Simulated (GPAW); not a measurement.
**Screening of a field by Cr2NOS MXene monolayer**

How does Cr2NOS MXene monolayer screen a perpendicular field?

Program: GPAW 26.7.0. Level of theory: GPAW, PAW setups; layer in a repeated cell with vacuum, relaxation of atoms and in-plane cell, in the first sound run; inputs show where later runs differ. Results are calculated unless marked as measured.

### Step 1. The structure

The cell holds 5 atoms: 1 S, 2 Cr, 1 N and 1 O. Cell: a = 2.764 Å, b = 2.764 Å, c = 20.890 Å, α = 90.0°, β = 90.0°, γ = 120.0°. Vacuum lies along c.

### Step 2. Relaxation

Forces are removed first; all later runs use this geometry.

File run.py:

```python
import json
import numpy as np
from ase import Atoms
from ase.filters import FrechetCellFilter
from ase.optimize import BFGS
from gpaw import GPAW, PW

slab = Atoms(
    ['S', 'Cr', 'N', 'Cr', 'O'],
    positions=[
        [-0.00000, 1.59607, 8.00000],
        [1.38224, 0.79804, 9.65746],
        [0.00000, 0.00000, 10.74824],
        [-0.00000, 1.59607, 11.83903],
        [1.38224, 0.79804, 12.88997]],
    cell=[[2.76448, 0.0, 0.0], [-1.38224, 2.39411, 0.0], [0.0, 0.0, 20.89]],
    pbc=[True, True, True],
    magmoms=[0.0, 2.0, 0.0, 2.0, 0.0])

slab.calc = GPAW(mode=PW(600), xc='PBE', kpts={'size': (12, 12, 1), 'gamma': True},
                 occupations={'name': 'fermi-dirac', 'width': 0.05}, nbands='160%',
                 convergence={'density': 1e-05}, maxiter=200,
                 symmetry={'tolerance': 1e-3}, txt='slab.txt')
result = {}
# The in-plane cell is free; stress needs a cell that repeats along all three vectors
path = []
opt = BFGS(FrechetCellFilter(slab, mask=[1, 1, 0, 0, 0, 1]), maxstep=0.2)
opt.attach(lambda: path.append((slab.get_potential_energy(), slab.positions.tolist(), slab.get_forces().tolist())))
result['relaxed'] = bool(opt.run(fmax=0.02, steps=45))
result['path'] = path
result['cell'] = slab.cell.tolist()
print('in-plane lattice', slab.cell.cellpar().round(4)[[0, 1, 5]])
energy = slab.get_potential_energy()
fermi = slab.calc.get_fermi_level()
v = slab.calc.get_electrostatic_potential().mean((0, 1)) - fermi
n = slab.calc.get_pseudo_density().mean((0, 1))
L = slab.cell[2, 2]
z = np.arange(len(v)) * L / len(v)
low, high = slab.positions[:, 2].min(), slab.positions[:, 2].max()
below, above = np.interp([low - 5.8, high + 5.8], z, v)
slopes = [np.interp(x, z, np.gradient(v, z)) for x in (low - 5.8, high + 5.8)]
eps = np.array([[slab.calc.get_eigenvalues(k, s) for k in range(len(slab.calc.get_ibz_k_points()))]
                for s in range(slab.calc.get_number_of_spins())]) - fermi
top, bottom = eps[eps < 0].max(), eps[eps > 0].min()
dipole = slab.get_dipole_moment()[2]
print(f'energy {energy:.4f} eV, Fermi level {fermi:.4f} eV, dipole {dipole:.5f} e A')
print(f'potential 5.8 A off the faces, from the Fermi level: lower {below:.4f} eV, upper {above:.4f} eV')
print(f'slope of the potential there: lower {slopes[0]:.5f}, upper {slopes[1]:.5f} eV/A')
print(f'nearest levels on the mesh: {top:.4f} and {bottom:.4f} eV')
print('magnetic moment', round(slab.get_magnetic_moment(), 3))
result.update(energy=energy, fermi=fermi, dipole=dipole, below=below, above=above, slopes=slopes, edges=[top, bottom],
              z=z.tolist(), v=v.tolist(), n=n.tolist(), positions=slab.positions.tolist(),
              forces=slab.get_forces(apply_constraint=False).tolist(), moments=slab.get_magnetic_moments().tolist())
json.dump(result, open('result.json', 'w'))
```

The run is started by

```bash
$ OMP_NUM_THREADS=1 OPENBLAS_NUM_THREADS=1 python run.py
```

What it wrote:

```text
Step          Energy          fmax
BFGS:    0      -39.134261        2.787099
BFGS:    1      -39.402362        1.840083
BFGS:    2      -39.928750        0.815448
BFGS:    3      -40.023384        0.533539
BFGS:    4      -40.056481        0.384946
BFGS:    5      -40.067627        0.161682
BFGS:    6      -40.071293        0.174027
BFGS:    7      -40.074615        0.213804
BFGS:    8      -40.081077        0.197474
BFGS:    9      -40.091415        0.196716
BFGS:   10      -40.101804        0.182330
BFGS:   11      -40.105699        0.094940
BFGS:   12      -40.106112        0.046683
BFGS:   13      -40.105843        0.026158
BFGS:   14      -40.105815        0.008861
in-plane lattice [  2.915   2.915 120.   ]
energy -40.0920 eV, Fermi level -0.4718 eV, dipole -0.09741 e A
potential 5.8 A off the faces, from the Fermi level: lower 5.4778 eV, upper 5.9784 eV
slope of the potential there: lower -0.11525, upper -0.11428 eV/A
nearest levels on the mesh: -0.0474 and 0.0086 eV
magnetic moment 3.018
```

The job ended after 51 min (1 thread of Arm Neoverse V1, shared host; peak memory 0.81 GiB).

This step gave:

```
dipole along the normal                    : -0.09741 e·Å
levels nearest the Fermi level on the mesh : -0.04737, 0.008620 eV from the Fermi level
site moments                               : -0.02549, 0.4535, -0.005406, 2.452, -0.01982 μB
sum of the site moments                    : 2.855 μB
```

The electrostatic potential energy of an electron (without an applied field's), less the Fermi level, planar mean oscillates, so the rows of the table below give means over windows of 1 Å about each position, cut where the curve ends. Its maxima inside the range that stand out by 2 % of the span (Å: eV): 8.8: -5.68, 10.3: -7.74, 11.2: -5.43, 12.5: -11.1, 14.8: 6.40. Its minima: 8.0: -23.8, 9.6: -18.3, 10.7: -14.2, 12.0: -18.2, 12.9: -12.9.

The electrostatic potential energy of an electron (without an applied field's), less the Fermi level, planar mean by z; means over each step:

| z (Å) | electrostatic potential energy of an electron (without an applied field's), less the Fermi level, planar mean (eV) |
| --- | --- |
| 0 | 5.70 |
| 1 | 5.61 |
| 2 | 5.50 |
| 3 | 5.38 |
| 4 | 5.27 |
| 5 | 5.15 |
| 6 | 4.87 |
| 7 | 1.01 |
| 8 | -16.8 |
| 9 | -10.1 |
| 10 | -12.1 |
| 11 | -9.20 |
| 12 | -14.8 |
| 13 | -7.32 |
| 14 | 5.65 |
| 15 | 6.38 |
| 16 | 6.29 |
| 17 | 6.17 |
| 18 | 6.06 |
| 19 | 5.95 |
| 20 | 5.83 |

The pseudo valence density, planar mean oscillates, so the rows of the table below give means over windows of 0.5 Å about each position, cut where the curve ends. Its maxima inside the range that stand out by 2 % of the span (Å: e/Å³): 7.66: 0.483, 8.36: 0.567, 9.57: 0.641, 10.62: 0.784, 12.88: 1.05. Its minima: 8.01: 0.451, 9.05: 0.456, 9.92: 0.549, 11.49: 0.447.

Pseudo valence density, planar mean against z; means over each step:

z (Å), pseudo valence density, planar mean (e/Å³) and a bar:
```
      4.5       0.00 
      5.0       0.00 
      5.5       0.00 
      6.0       0.01 
      6.5       0.04 #
      7.0       0.16 #####
      7.5       0.41 #############
      8.0       0.48 ################
      8.5       0.53 #################
      9.0       0.47 ################
      9.5       0.60 ####################
     10.0       0.58 ###################
     10.5       0.74 ########################
     11.0       0.65 #####################
     11.5       0.49 ################
     12.0       0.64 #####################
     12.5       0.81 ###########################
     13.0       0.91 ##############################
     13.5       0.32 ##########
     14.0       0.05 ##
     14.5       0.01 
     15.0       0.00 
     15.5       0.00 
     16.0       0.00
```

Site moment by atom:

| atom | site moment (μB) |
| --- | --- |
| S1 | -0.03 |
| Cr2 | 0.45 |
| N3 | -0.01 |
| Cr4 | 2.45 |
| O5 | -0.02 |

The relaxation lowered the energy of the cell by 0.977 eV (energies extrapolated to zero smearing; the optimiser's log prints free energies). The largest force left on a free atom is 0.0089 eV/Å.

### Step 3. Plane waves, PBE

The work function is the vacuum plateau of the electrostatic potential less the Fermi level; a dipole layer lets the two faces have plateaus of their own.

This step: GPAW, PAW setups; slab in vacuum (GPAW 26.7.0).

Edit run.py of step 2 so:

```diff
@@ -3,4 +3,2 @@
 from ase import Atoms
-from ase.filters import FrechetCellFilter
-from ase.optimize import BFGS
 from gpaw import GPAW, PW
@@ -10,24 +8,17 @@
     positions=[
-        [-0.00000, 1.59607, 8.00000],
-        [1.38224, 0.79804, 9.65746],
-        [0.00000, 0.00000, 10.74824],
-        [-0.00000, 1.59607, 11.83903],
-        [1.38224, 0.79804, 12.88997]],
-    cell=[[2.76448, 0.0, 0.0], [-1.38224, 2.39411, 0.0], [0.0, 0.0, 20.89]],
-    pbc=[True, True, True],
+        [0.00000, 1.68299, 8.00000],
+        [1.45752, 0.84150, 9.56367],
+        [0.00000, -0.00000, 10.70672],
+        [0.00000, 1.68299, 12.00972],
+        [1.45752, 0.84150, 12.92824]],
+    cell=[[2.91503, -0.0, 0.0], [-1.45752, 2.52449, 0.0], [0.0, 0.0, 20.9282]],
+    pbc=[True, True, False],
     magmoms=[0.0, 2.0, 0.0, 2.0, 0.0])
 
-slab.calc = GPAW(mode=PW(600), xc='PBE', kpts={'size': (12, 12, 1), 'gamma': True},
+slab.calc = GPAW(mode=PW(500), xc='PBE', kpts={'size': (12, 12, 1), 'gamma': True},
                  occupations={'name': 'fermi-dirac', 'width': 0.05}, nbands='160%',
                  convergence={'density': 1e-05}, maxiter=200,
+                 poissonsolver={'dipolelayer': 'xy'},
                  symmetry={'tolerance': 1e-3}, txt='slab.txt')
 result = {}
-# The in-plane cell is free; stress needs a cell that repeats along all three vectors
-path = []
-opt = BFGS(FrechetCellFilter(slab, mask=[1, 1, 0, 0, 0, 1]), maxstep=0.2)
-opt.attach(lambda: path.append((slab.get_potential_energy(), slab.positions.tolist(), slab.get_forces().tolist())))
-result['relaxed'] = bool(opt.run(fmax=0.02, steps=45))
-result['path'] = path
-result['cell'] = slab.cell.tolist()
-print('in-plane lattice', slab.cell.cellpar().round(4)[[0, 1, 5]])
 energy = slab.get_potential_energy()
```

What it wrote:

```text
energy -39.3093 eV, Fermi level -0.4917 eV, dipole -0.06650 e A
potential 5.8 A off the faces, from the Fermi level: lower 4.9365 eV, upper 6.5676 eV
slope of the potential there: lower -0.00136, upper 0.00059 eV/A
nearest levels on the mesh: -0.0453 and 0.0082 eV
magnetic moment 3.018
```

It took 3.1 min on 1 thread; peak memory 0.29 GiB.

This step gave:

```yaml
dipole_along_the_normal: -0.06650 e·Å
levels_nearest_the_fermi_level_on_the_mesh: -0.04534, 0.008166 eV from the Fermi level
upper_work_function: 6.568 eV
lower_work_function: 4.936 eV
site_moments: -0.02586, 0.4591, -0.005959, 2.448, -0.02082 μB
```

The electrostatic potential energy of an electron (without an applied field's), less the Fermi level, planar mean oscillates, so the rows of the table below give means over windows of 1.36 Å about each position, cut where the curve ends. Its maxima inside the range that stand out by 2 % of the span (Å: eV): 8.8: -5.72, 10.3: -7.73, 11.2: -5.45, 12.6: -11.0. Its minima: 8.0: -23.7, 9.6: -18.3, 10.7: -14.1, 12.0: -18.2, 12.9: -13.0.

Table of electrostatic potential energy of an electron (without an applied field's), less the Fermi level, planar mean by z; means over each step:

| z (Å) | electrostatic potential energy of an electron (without an applied field's), less the Fermi level, planar mean (eV) |
| --- | --- |
| 0.68 | 5.05 |
| 2.04 | 4.94 |
| 3.40 | 4.94 |
| 4.76 | 4.93 |
| 6.12 | 4.61 |
| 7.48 | -8.71 |
| 8.84 | -11.3 |
| 10.20 | -12.4 |
| 11.56 | -11.5 |
| 12.92 | -7.87 |
| 14.28 | 6.09 |
| 15.64 | 6.56 |
| 17.00 | 6.57 |
| 18.36 | 6.57 |
| 19.72 | 6.57 |

Table of pseudo valence density, planar mean by z:

| z (Å) | pseudo valence density, planar mean (e/Å³) |
| --- | --- |
| 0.00 | 0 |
| 0.58 | 1.2e-6 |
| 1.16 | 0 |
| 1.74 | 1.3e-6 |
| 2.33 | 0 |
| 2.71 | 0 |
| 3.29 | 2.7e-6 |
| 3.88 | 8.5e-6 |
| 4.46 | 5.0e-5 |
| 5.04 | 2.9e-4 |
| 5.62 | 0.00178 |
| 6.20 | 0.0113 |
| 6.78 | 0.0726 |
| 7.36 | 0.342 |
| 7.75 | 0.480 |
| 8.33 | 0.566 |
| 8.91 | 0.455 |
| 9.50 | 0.626 |
| 10.08 | 0.552 |
| 10.66 | 0.780 |
| 11.24 | 0.511 |
| 11.82 | 0.583 |
| 12.40 | 0.704 |
| 12.98 | 1.02 |
| 13.37 | 0.462 |
| 13.95 | 0.0502 |
| 14.53 | 0.00537 |
| 15.11 | 6.2e-4 |
| 15.70 | 7.9e-5 |
| 16.28 | 1.0e-5 |
| 16.86 | 3.6e-6 |
| 17.44 | 0 |
| 18.02 | 1.8e-6 |
| 18.41 | 1.6e-6 |
| 18.99 | 0 |
| 19.57 | 1.5e-6 |
| 20.15 | 0 |
| 20.73 | 1.4e-6 |

Site moment by atom:

| atom | site moment (μB) |
| --- | --- |
| S1 | -0.03 |
| Cr2 | 0.46 |
| N3 | -0.01 |
| Cr4 | 2.45 |
| O5 | -0.02 |

Force by atom:

| atom | x (eV/Å) | y (eV/Å) | z (eV/Å) | size |
| --- | --- | --- | --- | --- |
| S1 | 0.0000 | 0.0000 | -0.0055 | 0.0055 |
| Cr2 | 0.0000 | 0.0000 | -0.0337 | 0.0337 |
| N3 | 0.0000 | 0.0000 | -0.0700 | 0.0700 |
| Cr4 | 0.0000 | 0.0000 | 0.0285 | 0.0285 |
| O5 | 0.0000 | 0.0000 | 0.0732 | 0.0732 |

The potential is flat to 0.001 eV/Å where it is read, so the vacuum is wide enough.

### Step 4. In a field

A uniform field along the normal polarises the slab; the atoms stay fixed, so this is the electronic response alone.

Edit run.py of step 3 so:

```diff
@@ -4,2 +4,3 @@
 from gpaw import GPAW, PW
+from gpaw.external import ConstantElectricField
 
@@ -21,2 +22,3 @@
                  poissonsolver={'dipolelayer': 'xy'},
+                 external=ConstantElectricField(-0.2, [0, 0, 1]),
                  symmetry={'tolerance': 1e-3}, txt='slab.txt')
```

What it wrote:

```text
energy -39.3277 eV, Fermi level -0.4577 eV, dipole -0.11961 e A
potential 5.8 A off the faces, from the Fermi level: lower 4.2309 eV, upper 7.1737 eV
slope of the potential there: lower -0.00137, upper 0.00060 eV/A
nearest levels on the mesh: -0.0469 and 0.0043 eV
magnetic moment 3.017
```

Elapsed: 14 min, on 1 thread; peak memory 0.57 GiB.

Numbers from this step:

```
dipole along the normal                                         : -0.1196 e·Å
levels nearest the Fermi level on the mesh                      : -0.04689, 0.004341 eV from the Fermi level
site moments                                                    : -0.02558, 0.4496, -0.005497, 2.453, -0.01951 μB
sum of the site moments                                         : 2.852 μB
potential below the slab, the applied field's own ramp left out : 4.231 eV from the Fermi level
potential above the slab, the applied field's own ramp left out : 7.174 eV from the Fermi level
```

The electrostatic potential energy of an electron (without an applied field's), less the Fermi level, planar mean oscillates, so the rows of the table below give means over windows of 0.5 Å about each position, cut where the curve ends. Its maxima inside the range that stand out by 2 % of the span (Å: eV): 8.82: -6.04, 10.27: -7.76, 11.24: -5.30, 12.60: -10.6, 19.57: 7.17. Its minima: 8.04: -24.2, 9.59: -18.5, 10.66: -14.1, 12.01: -17.9, 12.89: -12.5.

The electrostatic potential energy of an electron (without an applied field's), less the Fermi level, planar mean by z; means over each step:

| z (Å) | electrostatic potential energy of an electron (without an applied field's), less the Fermi level, planar mean (eV) |
| --- | --- |
| 0.0 | 5.16 |
| 0.5 | 4.32 |
| 1.0 | 4.23 |
| 1.5 | 4.23 |
| 2.0 | 4.23 |
| 2.5 | 4.23 |
| 3.0 | 4.23 |
| 3.5 | 4.23 |
| 4.0 | 4.23 |
| 4.5 | 4.23 |
| 5.0 | 4.22 |
| 5.5 | 4.20 |
| 6.0 | 4.11 |
| 6.5 | 3.66 |
| 7.0 | 1.40 |
| 7.5 | -8.14 |
| 8.0 | -21.8 |
| 8.5 | -10.3 |
| 9.0 | -8.75 |
| 9.5 | -17.0 |
| 10.0 | -11.4 |
| 10.5 | -11.0 |
| 11.0 | -8.56 |
| 11.5 | -8.96 |
| 12.0 | -16.7 |
| 12.5 | -12.0 |
| 13.0 | -9.16 |
| 13.5 | 2.93 |
| 14.0 | 6.53 |
| 14.5 | 7.07 |
| 15.0 | 7.15 |
| 15.5 | 7.17 |
| 16.0 | 7.17 |
| 16.5 | 7.17 |
| 17.0 | 7.17 |
| 17.5 | 7.17 |
| 18.0 | 7.17 |
| 18.5 | 7.17 |
| 19.0 | 7.17 |
| 19.5 | 7.17 |
| 20.0 | 7.17 |
| 20.5 | 7.00 |

Site moment by atom:

| atom | site moment (μB) |
| --- | --- |
| S1 | -0.03 |
| Cr2 | 0.45 |
| N3 | -0.01 |
| Cr4 | 2.45 |
| O5 | -0.02 |

Force by atom:

| atom | x (eV/Å) | y (eV/Å) | z (eV/Å) | size |
| --- | --- | --- | --- | --- |
| S1 | 0.000 | 0.000 | -0.008 | 0.008 |
| Cr2 | 0.000 | 0.000 | -0.030 | 0.030 |
| N3 | 0.000 | -0.001 | -0.068 | 0.068 |
| Cr4 | 0.000 | 0.000 | -0.024 | 0.024 |
| O5 | 0.001 | 0.001 | 0.122 | 0.122 |

The dipole is now -0.120 e Å, against -0.066 in the run without a field.

### Step 5. Field on

Edit run.py of step 4 so:

```diff
@@ -22,3 +22,3 @@
                  poissonsolver={'dipolelayer': 'xy'},
-                 external=ConstantElectricField(-0.2, [0, 0, 1]),
+                 external=ConstantElectricField(-0.1, [0, 0, 1]),
                  symmetry={'tolerance': 1e-3}, txt='slab.txt')
```

What it wrote:

```text
energy -39.3169 eV, Fermi level -0.4745 eV, dipole -0.09298 e A
potential 5.8 A off the faces, from the Fermi level: lower 4.5830 eV, upper 6.8708 eV
slope of the potential there: lower -0.00137, upper 0.00060 eV/A
nearest levels on the mesh: -0.0456 and 0.0081 eV
magnetic moment 3.017
```

Elapsed: 15 min, on 1 thread; peak memory 0.57 GiB.

Numbers from this step:

```
dipole along the normal                                         : -0.09298 e·Å
levels nearest the Fermi level on the mesh                      : -0.04563, 0.008082 eV from the Fermi level
site moments                                                    : -0.02572, 0.4542, -0.005720, 2.451, -0.02015 μB
sum of the site moments                                         : 2.853 μB
potential below the slab, the applied field's own ramp left out : 4.583 eV from the Fermi level
potential above the slab, the applied field's own ramp left out : 6.871 eV from the Fermi level
```

The electrostatic potential energy of an electron (without an applied field's), less the Fermi level, planar mean oscillates, so the rows of the table below give means over windows of 1.36 Å about each position, cut where the curve ends. Its maxima inside the range that stand out by 2 % of the span (Å: eV): 8.8: -5.88, 10.3: -7.74, 11.2: -5.37, 12.6: -10.8, 19.6: 6.87. Its minima: 8.0: -23.9, 9.6: -18.4, 10.7: -14.1, 12.0: -18.1, 12.9: -12.8.

The electrostatic potential energy of an electron (without an applied field's), less the Fermi level, planar mean by z; means over each step:

z (Å), electrostatic potential energy of an electron (without an applied field's), less the Fermi level, planar mean (eV) and a bar from the least value:
```
     0.68        4.7 ###########################
     2.04        4.6 ##########################
     3.40        4.6 ##########################
     4.76        4.6 ##########################
     6.12        4.3 ##########################
     7.48       -9.0 #####
     8.84      -11.4 ##
    10.20      -12.4 
    11.56      -11.4 ##
    12.92       -7.6 #######
    14.28        6.4 #############################
    15.64        6.9 ##############################
    17.00        6.9 ##############################
    18.36        6.9 ##############################
    19.72        6.9 ##############################
```

Force by atom:

| atom | x (eV/Å) | y (eV/Å) | z (eV/Å) | size |
| --- | --- | --- | --- | --- |
| S1 | 0.0000 | 0.0000 | -0.0067 | 0.0067 |
| Cr2 | -0.0001 | -0.0001 | -0.0319 | 0.0319 |
| N3 | 0.0001 | -0.0015 | -0.0702 | 0.0702 |
| Cr4 | -0.0001 | -0.0002 | 0.0032 | 0.0032 |
| O5 | 0.0005 | 0.0015 | 0.0976 | 0.0976 |

The dipole is now -0.0930 e Å, against -0.066 in the run without a field.

### Step 6. In a field

Edit run.py of step 5 so:

```diff
@@ -22,3 +22,3 @@
                  poissonsolver={'dipolelayer': 'xy'},
-                 external=ConstantElectricField(-0.1, [0, 0, 1]),
+                 external=ConstantElectricField(-0.05, [0, 0, 1]),
                  symmetry={'tolerance': 1e-3}, txt='slab.txt')
```

What it wrote:

```text
energy -39.3125 eV, Fermi level -0.4831 eV, dipole -0.07963 e A
potential 5.8 A off the faces, from the Fermi level: lower 4.7597 eV, upper 6.7192 eV
slope of the potential there: lower -0.00137, upper 0.00060 eV/A
nearest levels on the mesh: -0.0451 and 0.0088 eV
magnetic moment 3.018
```

Run time: 15 min. Hardware: 1 thread; peak memory 0.57 GiB.

The electrostatic potential energy of an electron (without an applied field's), less the Fermi level, planar mean oscillates, so the rows of the table below give means over windows of 1.36 Å about each position, cut where the curve ends. Its maxima inside the range that stand out by 2 % of the span (Å: eV): 8.8: -5.80, 10.3: -7.74, 11.2: -5.41, 12.6: -10.9, 19.6: 6.72. Its minima: 8.0: -23.8, 9.6: -18.3, 10.7: -14.1, 12.0: -18.2, 12.9: -12.9.

Table of electrostatic potential energy of an electron (without an applied field's), less the Fermi level, planar mean by z; means over each step:

z (Å), electrostatic potential energy of an electron (without an applied field's), less the Fermi level, planar mean (eV) and a bar from the least value:
```
     0.68        4.9 ###########################
     2.04        4.8 ###########################
     3.40        4.8 ###########################
     4.76        4.8 ###########################
     6.12        4.4 ##########################
     7.48       -8.9 ######
     8.84      -11.3 ##
    10.20      -12.4 
    11.56      -11.4 #
    12.92       -7.8 #######
    14.28        6.2 #############################
    15.64        6.7 ##############################
    17.00        6.7 ##############################
    18.36        6.7 ##############################
    19.72        6.7 ##############################
```

(Continued in part 2 of 2.)

[Logs are printed without paths, hosts, clocks, repeated set-up lines and the standing remarks that a program may print on its own settings, such as how far it seeks lower states.]

[Hosts, paths, dates, database ids (printed as entryN), source tags and the programs' standing remarks are cut or masked in the printed files.]
